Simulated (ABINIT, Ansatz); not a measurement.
**How the form of the self-energy moves the gap of Ca2H3Br (P-3m1)**

The structure is trigonal, space group P-3m1 (No. 164). The conventional cell has a = 3.903 Å, b = 3.903 Å, c = 6.854 Å, α = 90.00°, β = 90.00°, γ = 120.00°. Ca has 7 H at 2.27 to 2.59 Å and 3 Br at 3.12 Å nearest. Nearest to H lie 4 Ca at 2.27 to 2.30 Å. Nearest to H lie 6 H at 2.48 Å and 6 Ca at 2.59 Å. Nearest to Br lie 6 Ca at 3.12 Å. Farther neighbours, and contacts between anions beyond the nearest, are not listed.

```xyz
6
Lattice="3.9029 0.0000 0.0000 -1.9515 3.3800 0.0000 0.0000 0.0000 6.8535" Properties=species:S:1:pos:R:3 pbc="T T T"
Ca    1.9515    1.1267    1.2731
Ca    0.0000    2.2534    5.5804
H     1.9515    1.1267    5.8288
H     0.0000    2.2534    1.0248
H     0.0000    0.0000    0.0000
Br    0.0000    0.0000    3.4268
```

```yaml
method: RPA screening on LDA, plane waves, norm-conserving pseudopotentials (and 3 further levels or steps)
program: ABINIT 10.8.3
settings: cutoff 31 Ha, PseudoDojo scalar-relativistic 0.4.1 standard, norm-conserving, ngkpt (3, 3, 2), nband 74, ecuteps 4.2 Ha, gwcalctyp 2, nfreqre 16, nfreqim 8, inclvkb 2, freqremax 40 eV, spmeth 1, nomegasf 120, shiftk (0, 0, 0), symchi 1, awtr 1, frequency cd, 3×3×2 k-mesh
cost: 8 runs, 1.9 min in all on 4 MPI ranks of Arm Neoverse V2, shared host
notes: The program’s warnings: Min real frequency set to default [Ha] = and nkpt*nsppol () is not a multiple of nproc spkpt (). The cell and positions are those that the Materials Project relaxed with its own functionals (PBE, PBE+U or r2SCAN), kept fixed. Limits: no spin-orbit coupling. The 3×3×2 mesh is coarse for this cell, which bears on the long-range parts of exchange and screening.
g0w0_godby_needs_plasmon_pole: 3.090 eV
g0w0_von_der_linden_horsch_plasmon_pole: 3.210 eV
g0w0_hybertsen_louie_plasmon_pole: 3.088 eV
one_shot_hartree_fock: 8.759 eV
g0w0_contour_deformation: 2.989 eV
known_limits: short of the basis limit; no spin-orbit coupling; coarse k mesh
```

G0W0, von der Linden-Horsch plasmon pole: +0.120 eV against G0W0, Godby-Needs plasmon pole. G0W0, Hybertsen-Louie plasmon pole: −0.002 eV against G0W0, Godby-Needs plasmon pole.

[Long decimals in the printed logs are rounded to 6 places.]

[Logs are printed without paths, hosts, clocks, repeated set-up lines and the standing remarks that a program may print on its own settings, such as how far it seeks lower states.]

[Paths, hosts, dates, memory and timing lines, banners, echoed tables and standing remarks are left out of the program output; an Ansatz launch command may be rebuilt from the run's recorded settings. Measured values are a selection of at most five: reports struck by readers or far from the other reports are left out. None is set beside runs whose start may be inverted or whose files or cutoffs have a known fault.]

[Runs of the session that timed out or met a known fault of the program may be left out.]

[Hosts, paths, dates, database ids (printed as entryN), source tags and the programs' standing remarks are cut or masked in the printed files.]

[G0W0 gaps are taken among the corrected bands and points alone; a level outside them can change the order at an edge.]

[Where Ansatz stands beside ABINIT at settings called matched, ABINIT's density can come from a denser mesh and the files from another edition; pairs whose starting gaps differed by over 0.03 eV were left out, so agreement reads better than it is.]
